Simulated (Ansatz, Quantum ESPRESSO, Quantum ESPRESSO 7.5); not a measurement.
## Re(0001), 6 layers: vacuum level and surface dipole

Wanted: work functions and the surface dipole of Re(0001), 6 layers at several levels, with their cost.

Calculated with Quantum ESPRESSO 7.5; plane-wave DFT, PBE, GBRV ultrasoft pseudopotentials (geometry and cross-check by Ansatz 0.2.0 with PAW datasets; geometry under PBE).

The experiments to compare with:

For Re (clean (0001) face), “Anisotropic work function of elemental crystals” (2019, arxiv:1902.07811) quotes earlier work: work function (clean (0001) face) 5.15 eV.

## Step 1: Set-up

The cell holds 6 atoms: 6 Re. Cell: a = 2.760 Å, b = 2.760 Å, c = 27.143 Å, α = 90.0°, β = 90.0°, γ = 60.0°. It derives from Re. Vacuum lies along c.

Structure file:

```cif
data_structure
_symmetry_space_group_name_H-M 'P 1'
_symmetry_Int_Tables_number 1
_cell_length_a 2.7600
_cell_length_b 2.7600
_cell_length_c 27.1435
_cell_angle_alpha 90.000
_cell_angle_beta 90.000
_cell_angle_gamma 60.000
_cell_volume 179.07
loop_
_atom_site_label
_atom_site_type_symbol
_atom_site_fract_x
_atom_site_fract_y
_atom_site_fract_z
_atom_site_occupancy
Re1 Re 0.66667 0.66667 0.29473 1
Re2 Re 0.00000 0.00000 0.37684 1
Re3 Re 0.66667 0.66667 0.45895 1
Re4 Re 0.00000 0.00000 0.54105 1
Re5 Re 0.66667 0.66667 0.62316 1
Re6 Re 0.00000 0.00000 0.70527 1
```

## Step 2: Relaxation with Ansatz

A relaxation in Ansatz fixes the structure of this slab for the runs on it.

input.yaml

```yaml
crystal:
  lattice:
    - [2.76, 0.0, 0.0]
    - [1.38, 2.3902301144, 0.0]
    - [0.0, 0.0, 27.1435]
  atoms:
    - { symbol: Re, position: [0.6666666667, 0.6666666667, 0.2947298617] }
    - { symbol: Re, position: [0.0, 0.0, 0.376837917] }
    - { symbol: Re, position: [0.6666666667, 0.6666666667, 0.4589459723] }
    - { symbol: Re, position: [0.0, 0.0, 0.5410540277] }
    - { symbol: Re, position: [0.6666666667, 0.6666666667, 0.623162083] }
    - { symbol: Re, position: [0.0, 0.0, 0.7052701383] }
kpoints:
  mp_grid: { grid: [12, 12, 1] }
hamiltonian:
  xc: pbe
scf:
  occupations: { method: fermi_dirac, width: 0.1 }
  convergence: { dr2_threshold: 1.0e-08 }
efield:
  axis: 3
  dipole_correction: true
  ramp_position: 0.97
  ramp_width: 0.04
relax:
  f_tol: 0.01
  constraints: [{ sites: [2, 3] }]
output:
  write_potential: true
  write_density: true
  volumetric_format: npy
```

Launch:

```sh
> ansatz run input.yaml --threads 4 --pin off --max-ram 8192MiB --backend cpu --events-out ev --progress --plain --runs-dir out
```

Numbers of over 12 decimals in the logs are rounded to 6 here.

The program printed:

```text
Engine: ansatz 0.2.0, x86_64-unknown-linux-gnu
Pseudopotentials: kind: paw
Pseudopotential: Re, paw, valence charge 15, recommended cutoff 420 eV (normal), Re.paw.azcp
Functional definition: PBE
  parameter kappa = 0.804
  parameter beta = 0.066725
  exchange = pbe_x(kappa = kappa, mu = beta*pi^2/3)
  correlation = pbe_c(beta = beta)
Crystal: 6 atoms, lattice volume = 179.067 Å³
Basis set: ecut = 420 eV, 3469 PW (Γ), exchange–correlation on 40×40×384 points (8 copies of the dense FFT grid, shifted against one another)
Bands: 54, of which v1, the nominal top of the filled ones, is band 45 counted from 1 (44 counted from 0)
Symmetry: 6 space group operations
k-points: 19 of 144 (time reversal used)
Non-local potential: Re, projectors of the file, l = 0: 3, l = 1: 2, l = 2: 2, l = 3: 1
PAW form: soft (Blöchl's): semilocal exchange-correlation on the pseudo side does not see the compensation charge
PAW one-centre angular grid: Re, 590 points (default); XC on 64 Gauss nodes
Initial density: superposition of atomic densities (neutral atoms: chi_scale 0, normalization atom), corrected by the library's trained network
Initial wavefunctions: pseudopotential atomic-orbital guess
Functional: x = pbe(κ = 0.804, μ = 0.219515), c = pbe(β = 0.066725)
SCF iter   1: F=—  HF=-65206.223445 eV  |F-HF|=—  |Δ(HF+E_count)|=         —  Δρ=8.43e-3  dr2=9.25e-1  ethr=1.77e-3  p=-0.000 e·Å  D=-2.09e-4 V/Å  ΔV_dip=0.01 eV  dr2_dipole=1.36e-4  V_vac-E_F(+/−)=5.03/5.02 eV  ⟨swp⟩=7.9  Hψ=4781  notcnv=0
efield: sawtooth ramp at fractional position 0.9700 (set: `efield.ramp_position`, or a place that a band, a saddle search or an elastic batch's reference lends), width 0.0400; the density the first Hamiltonian is built on has a dipole p = -0.000 e·Å; the dipole correction subtracts the counter field D = -2.09e-4 V/Å, which shifts the + side's vacuum level by +0.01 eV against the − side's; the planar-averaged density in the ramp window peaks in size at 3.3e-5 e/Å³
preconditioner: auto → LDOS  [metal: Δε(μ)=0.009 eV  Ē_g=5.115 eV  σ=0.100 eV  W_gap=0.02  n_scr=20 (ndim 8)  ℏωp=18.0 eV  f_vac=0.453  D(μ)=5.60/eV (n_scr^D=20)  β→1.0]
SCF iter   2: F=—  HF=-65206.204855 eV  |F-HF|=—  |Δ(HF+E_count)|=   1.86e-2  Δρ=2.79e-3  dr2=4.22e-2  ethr=1.03e-3  p=-0.000 e·Å  D=-1.49e-4 V/Å  ΔV_dip=0.00 eV  dr2_dipole=2.54e-5  V_vac-E_F(+/−)=4.99/4.99 eV  ⟨swp⟩=2.0  Hψ=1318  notcnv=0  defer=5
SCF iter   3: F=—  HF=-65206.201687 eV  |F-HF|=—  |Δ(HF+E_count)|=   3.17e-3  Δρ=1.27e-3  dr2=1.26e-2  ethr=4.69e-5  p=0.000 e·Å  D=9.72e-5 V/Å  ΔV_dip=-0.00 eV  dr2_dipole=2.90e-6  V_vac-E_F(+/−)=5.07/5.07 eV  ⟨swp⟩=2.9  Hψ=1982  notcnv=0  defer=5
SCF iter   4: F=—  HF=-65206.199723 eV  |F-HF|=—  |Δ(HF+E_count)|=   1.96e-3  Δρ=2.47e-4  dr2=3.19e-4  ethr=1.40e-5  p=-0.000 e·Å  D=-7.14e-6 V/Å  ΔV_dip=0.00 eV  dr2_dipole=1.28e-6  V_vac-E_F(+/−)=5.05/5.05 eV  ⟨swp⟩=2.3  Hψ=1599  notcnv=0  defer=5
SCF iter   5: F=—  HF=-65206.199736 eV  |F-HF|=—  |Δ(HF+E_count)|=   1.31e-5  Δρ=8.98e-5  dr2=3.61e-5  ethr=3.54e-7  p=0.000 e·Å  D=1.77e-6 V/Å  ΔV_dip=-0.00 eV  dr2_dipole=1.29e-7  V_vac-E_F(+/−)=5.05/5.05 eV  ⟨swp⟩=2.1  Hψ=1754  notcnv=0  defer=5
SCF iter   6: F=—  HF=-65206.199724 eV  |F-HF|=—  |Δ(HF+E_count)|=   1.20e-5  Δρ=3.04e-5  dr2=5.96e-6  ethr=4.02e-8  p=0.000 e·Å  D=1.46e-6 V/Å  ΔV_dip=-0.00 eV  dr2_dipole=2.22e-9  V_vac-E_F(+/−)=5.05/5.05 eV  ⟨swp⟩=2.8  Hψ=1788  notcnv=0  defer=5
SCF iter   7: F=—  HF=-65206.200096 eV  |F-HF|=—  |Δ(HF+E_count)|=   3.71e-4  Δρ=9.52e-6  dr2=3.36e-7  ethr=6.63e-9  p=0.000 e·Å  D=8.76e-8 V/Å  ΔV_dip=-0.00 eV  dr2_dipole=1.67e-9  V_vac-E_F(+/−)=5.05/5.05 eV  ⟨swp⟩=2.4  Hψ=1454  notcnv=0  defer=1
SCF iter   8: F=—  HF=-65206.200096 eV  |F-HF|=—  |Δ(HF+E_count)|=   1.46e-7  Δρ=2.47e-6  dr2=2.47e-8  ethr=3.74e-10  p=0.000 e·Å  D=1.09e-6 V/Å  ΔV_dip=-0.00 eV  dr2_dipole=3.47e-10  V_vac-E_F(+/−)=5.05/5.05 eV  ⟨swp⟩=2.7  Hψ=1696  notcnv=0  defer=1
SCF iter   9: F=-65206.200096 eV  HF=-65206.200096 eV  |F-HF|=1.29e-9  |Δ(HF+E_count)|=   1.44e-8  Δρ=6.77e-7  dr2=2.91e-9  ethr=1.11e-11  p=0.000 e·Å  D=1.42e-7 V/Å  ΔV_dip=-0.00 eV  dr2_dipole=1.12e-10  V_vac-E_F(+/−)=5.05/5.05 eV  ⟨swp⟩=10.8  Hψ=7627  notcnv=0
SCF 1 converged in 9 iterations: F = -65206.200096 eV  dr2 = 2.91e-9
  greatest PAW one-centre occupation: 1.000 electrons in one spin orbital (limit 2), on the Re atom at site 2 (counted from 0), in its partial waves of l = 0
relax step   1: F+E_penalty+E_count = -65206.20009588 eV  Δ(F+E_penalty+E_count) = +0.000e0 eV  max|allowed force component| = 1.338e0 eV/Å  Δτ_max = 0.0000 Å  (9 SCF iters, accepted)
Initial density: handed on by an earlier stage of this run
Initial wavefunctions: those handed on with the density
SCF iter   1: F=—  HF=-65206.428369 eV  |F-HF|=—  |Δ(HF+E_count)|=         —  Δρ=1.71e-2  dr2=3.98e0  ethr=3.10e-3  p=0.000 e·Å  D=3.24e-7 V/Å  ΔV_dip=-0.00 eV  dr2_dipole=1.89e-9  V_vac-E_F(+/−)=5.18/5.18 eV  ⟨swp⟩=5.3  Hψ=2851  notcnv=0
efield: sawtooth ramp at fractional position 0.9700 (set: `efield.ramp_position`, or a place that a band, a saddle search or an elastic batch's reference lends), width 0.0400; the density the first Hamiltonian is built on has a dipole p = 0.000 e·Å; the dipole correction subtracts the counter field D = 3.24e-7 V/Å, which shifts the + side's vacuum level by -0.00 eV against the − side's; the planar-averaged density in the ramp window peaks in size at 9.1e-7 e/Å³
preconditioner: auto → LDOS  [metal: Δε(μ)=0.018 eV  Ē_g=5.339 eV  σ=0.100 eV  W_gap=0.05  n_scr=20 (ndim 8)  ℏωp=18.0 eV  f_vac=0.463  D(μ)=4.45/eV (n_scr^D=18)  β→1.0]
SCF iter   2: F=—  HF=-65206.394479 eV  |F-HF|=—  |Δ(HF+E_count)|=   3.39e-2  Δρ=1.40e-2  dr2=1.40e0  ethr=3.10e-3  p=-0.000 e·Å  D=-1.07e-4 V/Å  ΔV_dip=0.00 eV  dr2_dipole=1.83e-4  V_vac-E_F(+/−)=4.65/4.65 eV  ⟨swp⟩=2.4  Hψ=1769  notcnv=0  defer=10
SCF iter   3: F=—  HF=-65206.148872 eV  |F-HF|=—  |Δ(HF+E_count)|=   2.46e-1  Δρ=1.93e-3  dr2=4.84e-3  ethr=1.56e-3  p=0.000 e·Å  D=1.14e-4 V/Å  ΔV_dip=-0.00 eV  dr2_dipole=1.06e-7  V_vac-E_F(+/−)=4.88/4.88 eV  ⟨swp⟩=2.9  Hψ=1705  notcnv=0  defer=10
SCF iter   4: F=—  HF=-65206.143613 eV  |F-HF|=—  |Δ(HF+E_count)|=   5.26e-3  Δρ=8.38e-4  dr2=2.25e-3  ethr=5.38e-6  p=0.000 e·Å  D=1.30e-4 V/Å  ΔV_dip=-0.00 eV  dr2_dipole=2.75e-6  V_vac-E_F(+/−)=4.86/4.86 eV  ⟨swp⟩=3.4  Hψ=2545  notcnv=0  defer=10
SCF iter   5: F=—  HF=-65206.143511 eV  |F-HF|=—  |Δ(HF+E_count)|=   1.01e-4  Δρ=2.28e-4  dr2=1.39e-4  ethr=2.50e-6  p=0.000 e·Å  D=1.18e-6 V/Å  ΔV_dip=-0.00 eV  dr2_dipole=2.13e-8  V_vac-E_F(+/−)=4.85/4.85 eV  ⟨swp⟩=2.0  Hψ=1428  notcnv=0  defer=10
[...]
SCF iter   7: F=—  HF=-65206.341092 eV  |F-HF|=—  |Δ(HF+E_count)|=   3.71e-4  Δρ=1.21e-5  dr2=4.72e-7  ethr=6.03e-9  p=0.000 e·Å  D=7.12e-6 V/Å  ΔV_dip=-0.00 eV  dr2_dipole=2.82e-9  V_vac-E_F(+/−)=4.96/4.96 eV  ⟨swp⟩=2.1  Hψ=1459  notcnv=0  defer=8
SCF iter   8: F=—  HF=-65206.341093 eV  |F-HF|=—  |Δ(HF+E_count)|=   4.29e-7  Δρ=3.76e-6  dr2=5.03e-8  ethr=5.25e-10  p=0.000 e·Å  D=5.00e-6 V/Å  ΔV_dip=-0.00 eV  dr2_dipole=2.13e-9  V_vac-E_F(+/−)=4.96/4.96 eV  ⟨swp⟩=2.8  Hψ=1780  notcnv=0  defer=8
SCF iter   9: F=-65206.341093 eV  HF=-65206.341093 eV  |F-HF|=1.07e-8  |Δ(HF+E_count)|=   2.85e-9  Δρ=1.54e-6  dr2=4.14e-9  ethr=1.11e-11  p=0.000 e·Å  D=2.25e-6 V/Å  ΔV_dip=-0.00 eV  dr2_dipole=1.95e-11  V_vac-E_F(+/−)=4.96/4.96 eV  ⟨swp⟩=11.1  Hψ=7891  notcnv=0
SCF 3 converged in 9 iterations: F = -65206.341093 eV  dr2 = 4.14e-9
relax step   3: F+E_penalty+E_count = -65206.34109285 eV  Δ(F+E_penalty+E_count) = -1.410e-1 eV  max|allowed force component| = 2.779e-1 eV/Å  Δτ_max = 0.0624 Å  (9 SCF iters, accepted)
[...]
relax step   4: F+E_penalty+E_count = -65206.34655007 eV  Δ(F+E_penalty+E_count) = -5.457e-3 eV  max|allowed force component| = 4.841e-2 eV/Å  Δτ_max = 0.0411 Å  (8 SCF iters, accepted)
SCF iter   1: F=—  HF=-65206.348548 eV  |F-HF|=—  |Δ(HF+E_count)|=         —  Δρ=1.67e-3  dr2=4.24e-2  ethr=5.83e-4  p=0.000 e·Å  D=1.14e-6 V/Å  ΔV_dip=-0.00 eV  dr2_dipole=6.96e-10  V_vac-E_F(+/−)=4.96/4.96 eV  ⟨swp⟩=2.1  Hψ=1627  notcnv=0  defer=8
efield: sawtooth ramp at fractional position 0.9700 (set: `efield.ramp_position`, or a place that a band, a saddle search or an elastic batch's reference lends), width 0.0400; the density the first Hamiltonian is built on has a dipole p = 0.000 e·Å; the dipole correction subtracts the counter field D = 1.14e-6 V/Å, which shifts the + side's vacuum level by -0.00 eV against the − side's; the planar-averaged density in the ramp window peaks in size at 2.2e-6 e/Å³
preconditioner: auto → LDOS  [metal: Δε(μ)=0.138 eV  Ē_g=5.183 eV  σ=0.100 eV  W_gap=0.31  n_scr=20 (ndim 8)  ℏωp=18.0 eV  f_vac=0.453  D(μ)=4.91/eV (n_scr^D=18)  β→1.0]
SCF iter   2: F=—  HF=-65206.347841 eV  |F-HF|=—  |Δ(HF+E_count)|=   7.07e-4  Δρ=8.18e-4  dr2=5.03e-3  ethr=4.71e-5  p=-0.000 e·Å  D=-6.74e-6 V/Å  ΔV_dip=0.00 eV  dr2_dipole=1.46e-6  V_vac-E_F(+/−)=4.95/4.95 eV  ⟨swp⟩=1.8  Hψ=1245  notcnv=0  defer=7
SCF iter   3: F=—  HF=-65206.347391 eV  |F-HF|=—  |Δ(HF+E_count)|=   4.50e-4  Δρ=2.64e-4  dr2=6.25e-4  ethr=5.59e-6  p=0.000 e·Å  D=1.20e-9 V/Å  ΔV_dip=-0.00 eV  dr2_dipole=5.33e-8  V_vac-E_F(+/−)=4.95/4.95 eV  ⟨swp⟩=2.2  Hψ=1447  notcnv=0  defer=7
SCF iter   4: F=—  HF=-65206.347325 eV  |F-HF|=—  |Δ(HF+E_count)|=   6.57e-5  Δρ=5.64e-5  dr2=1.60e-5  ethr=6.94e-7  p=0.000 e·Å  D=1.71e-7 V/Å  ΔV_dip=-0.00 eV  dr2_dipole=1.83e-8  V_vac-E_F(+/−)=4.95/4.95 eV  ⟨swp⟩=2.8  Hψ=1641  notcnv=0  defer=7
SCF iter   5: F=—  HF=-65206.347334 eV  |F-HF|=—  |Δ(HF+E_count)|=   8.46e-6  Δρ=1.76e-5  dr2=9.01e-7  ethr=1.78e-8  p=-0.000 e·Å  D=-7.42e-8 V/Å  ΔV_dip=0.00 eV  dr2_dipole=5.44e-9  V_vac-E_F(+/−)=4.96/4.96 eV  ⟨swp⟩=2.8  Hψ=1817  notcnv=0  defer=7
SCF iter   6: F=—  HF=-65206.347702 eV  |F-HF|=—  |Δ(HF+E_count)|=   3.68e-4  Δρ=6.13e-6  dr2=9.47e-8  ethr=1.00e-9  p=0.000 e·Å  D=7.38e-7 V/Å  ΔV_dip=-0.00 eV  dr2_dipole=1.50e-10  V_vac-E_F(+/−)=4.96/4.96 eV  ⟨swp⟩=2.3  Hψ=1584  notcnv=0  defer=7
SCF iter   7: F=—  HF=-65206.347702 eV  |F-HF|=—  |Δ(HF+E_count)|=   1.25e-7  Δρ=2.25e-6  dr2=2.43e-8  ethr=1.11e-11  p=0.000 e·Å  D=5.77e-7 V/Å  ΔV_dip=-0.00 eV  dr2_dipole=8.43e-12  V_vac-E_F(+/−)=4.96/4.96 eV  ⟨swp⟩=11.8  Hψ=8165  notcnv=0
SCF iter   8: F=-65206.347702 eV  HF=-65206.347702 eV  |F-HF|=3.86e-10  |Δ(HF+E_count)|=   1.32e-8  Δρ=4.49e-7  dr2=2.27e-9  ethr=1.11e-11  p=0.000 e·Å  D=1.01e-6 V/Å  ΔV_dip=-0.00 eV  dr2_dipole=1.24e-11  V_vac-E_F(+/−)=4.96/4.96 eV  ⟨swp⟩=10.6  Hψ=7245  notcnv=0
SCF 5 converged in 8 iterations: F = -65206.347702 eV  dr2 = 2.27e-9
  greatest PAW one-centre occupation: 1.000 electrons in one spin orbital (limit 2), on the Re atom at site 1 (counted from 0), in its partial waves of l = 0
relax step   5: F+E_penalty+E_count = -65206.34770208 eV  Δ(F+E_penalty+E_count) = -1.152e-3 eV  max|allowed force component| = 3.902e-3 eV/Å  Δτ_max = 0.0129 Å  (8 SCF iters, accepted)
NSCF: frozen V_eff on 19 k-points
the band table was solved once a step of the walk had ended and its energy, with any forces and stress, was formed, with the checks that follow a solve (4820 applications of the Hamiltonian). They found nothing against the state; the energy, forces and stress were not computed again (output.eigenvalues in the input reference)
WARN: The output density's exchange-correlation potential varies sharply where the density is thin. Do not read a vacuum level from v_tot or v_xc, or from such a field of the output density. On a cell that repeats whose density bears no net charge and no dipole along the vacuum's axis use v_es (v_loc + v_h of the components); under efield.dipole_correction with no amplitude use v_es + v_field, which holds any externa [...]
SCF converged after 8 iterations
Free energy (F): -65206.347702 eV
Harris-Foulkes:  -65206.347702 eV  (|F-HF|=3.86e-10)
Internal energy: -65206.182877 eV  (E = F + TS)
E sigma→0 (E₀):  -65206.265290 eV
Entropy (-TS):   -0.164825 eV (-27.471 meV/atom)
Fermi energy:    9.369148 eV
Dipole field:    D = -0.000004 V/Å  (p = -0.000004 e·Å, saw-weighted, corrected)
Work function:   Φ+ = 4.9570 eV   Φ− = 4.9569 eV
Levels:          The Fermi level and band energies are counted from a zero that moves with the ramp; work functions are not
--- Per-component energies (eV) ---
  E_band       = -1734.941963
  E_kinetic    = 3240.202382
  E_local      = -134969.886452  (includes V_loc(G=0)·N_el)
  E_nonlocal   = 293.879453
  E_hartree    = 66190.815016
  E_xc         = -2420.182898
  E_vxc        = -1819.601324  (∫ρ·V_xc dr)
  E_paw        = -51954.375311  (= ΣΔE_a)
  E_vpaw       = -861.183737  (= ΣTr[D̂ρ^β])
  E_aug_tail   = -0.000449  (compensation charges beyond the density's cutoff)
  E_efield     = 0.000000  (sawtooth field / dipole correction)
  E_vefield    = 0.000097  (∫n·V_field dr)
  E_ewald      = 54413.365382
  E_smearing   = -0.164825  (= −TS)
  E_closure    = -0.000000  (closes the sum)
  Σ components = -65206.347702   (vs F -65206.347702, Δ=0.00e0)
--- Forces (eV/Å), atoms counted from 1 ---
  atom   1  Re    -0.00000000     0.00000000    -0.00024239
  atom   2  Re     0.00000000    -0.00000000     0.00386271
  atom   3  Re     0.00000000     0.00000000     0.43019756
  atom   4  Re    -0.00000000    -0.00000000    -0.43017976
  atom   5  Re     0.00000000     0.00000000    -0.00390227
  atom   6  Re     0.00000000    -0.00000000     0.00026696
  max |Σ_I F_I| component: 2.80e-6 eV/Å
--- Band table (eV; the first three rows and the last of 19) ---
  k-point 0: bands = [... 41 lower, 8.0450, 8.1790, 8.3228, 8.3228, 8.5199, 8.5199, 9.5748, 10.0408, ... 5 higher]
  k-point 1: bands = [... 41 lower, 8.1564, 8.2462, 8.2909, 8.5251, 8.5612, 8.7383, 9.2904, 9.3349, ... 5 higher]
  k-point 2: bands = [... 41 lower, 8.4491, 8.4767, 8.6006, 8.7107, 8.7469, 9.0172, 9.0259, 9.3403, ... 5 higher]
  k-point 18: bands = [... 41 lower, 7.8604, 7.8604, 9.2250, 9.2322, 10.0522, 11.1614, 11.8176, 11.8176, ... 5 higher]
--- Relaxed structure (5 steps of the walk, 4 accepted, 0 SCFs on fresh bases) ---
  F+E_penalty+E_count = -65206.34770208 eV   max|allowed force component| = 3.902e-3 eV/Å
  atoms:
    - { symbol: Re, position: [0.666667, 0.666667, 0.295414] }
    - { symbol: Re, position: [7.110661569491716e-19, -1.4221323138983434e-18, 0.373454] }
    - { symbol: Re, position: [0.666667, 0.666667, 0.458946] }
    - { symbol: Re, position: [0.0, 0.0, 0.5410540277] }
    - { symbol: Re, position: [0.666667, 0.666667, 0.626546] }
    - { symbol: Re, position: [1.437872925384822e-19, -2.8757458507696425e-19, 0.704586] }
```

The job ended after 16 s (4 threads of Intel Xeon Platinum 8488C (Sapphire Rapids), shared host; peak memory 0.64 GiB).

The steps of the relaxation:

```
step  energy less that of the first step (eV)  largest force component (eV/Å)
   1                                   0.0000                          1.3381
   2                                   0.0562                          1.8389
   3                                  -0.1410                          0.2779
   4                                  -0.1465                          0.0484
   5                                  -0.1476                          0.0039
```

Relaxation step 2 was tried and not accepted.

The atoms that moved most (Å):

```
atom     dx     dy      dz  length
 Re5  0.000  0.000   0.092   0.092
 Re2  0.000  0.000  -0.092   0.092
 Re1  0.000  0.000   0.019   0.019
 Re6  0.000  0.000  -0.019   0.019
```

The relaxed structure:

```xyz
6
Lattice="2.7600 0.0000 0.0000 1.3800 2.3902 0.0000 0.0000 0.0000 27.1435" Properties=species:S:1:pos:R:3
Re    2.7600    1.5935    8.0186
Re    0.0000    0.0000   10.1368
Re    2.7600    1.5935   12.4574
Re    0.0000    0.0000   14.6861
Re    2.7600    1.5935   17.0067
Re    0.0000    0.0000   19.1249
```

The relaxation lowers the energy by 25 meV an atom. Held were the atoms numbered 3 and 4; the forces quoted are those on the free ones.

Read from the output:

```
free energy                     : -65206.3477 eV
energy at zero smearing         : -65206.2653 eV
smearing term TS                : 0.1648 eV
Fermi energy                    : 9.369 eV
symmetry operations             : 6
work function of the upper face : 4.957 eV
work function of the lower face : 4.957 eV
dipole along the normal         : -3.94e-6 e·Å
```

[end of part 1 of 6]

[Logs are printed without paths, hosts, clocks, repeated set-up lines and the standing remarks that a program may print on its own settings, such as how far it seeks lower states.]

[Hosts, paths, dates, database ids (printed as entryN), source tags and the programs' standing remarks are cut or masked in the printed files.]

[Maps of the electrostatic potential energy from Ansatz leave out the sawtooth potential of an applied field or a dipole correction, so their vacuum need not be flat; planar profiles and work functions include it.]
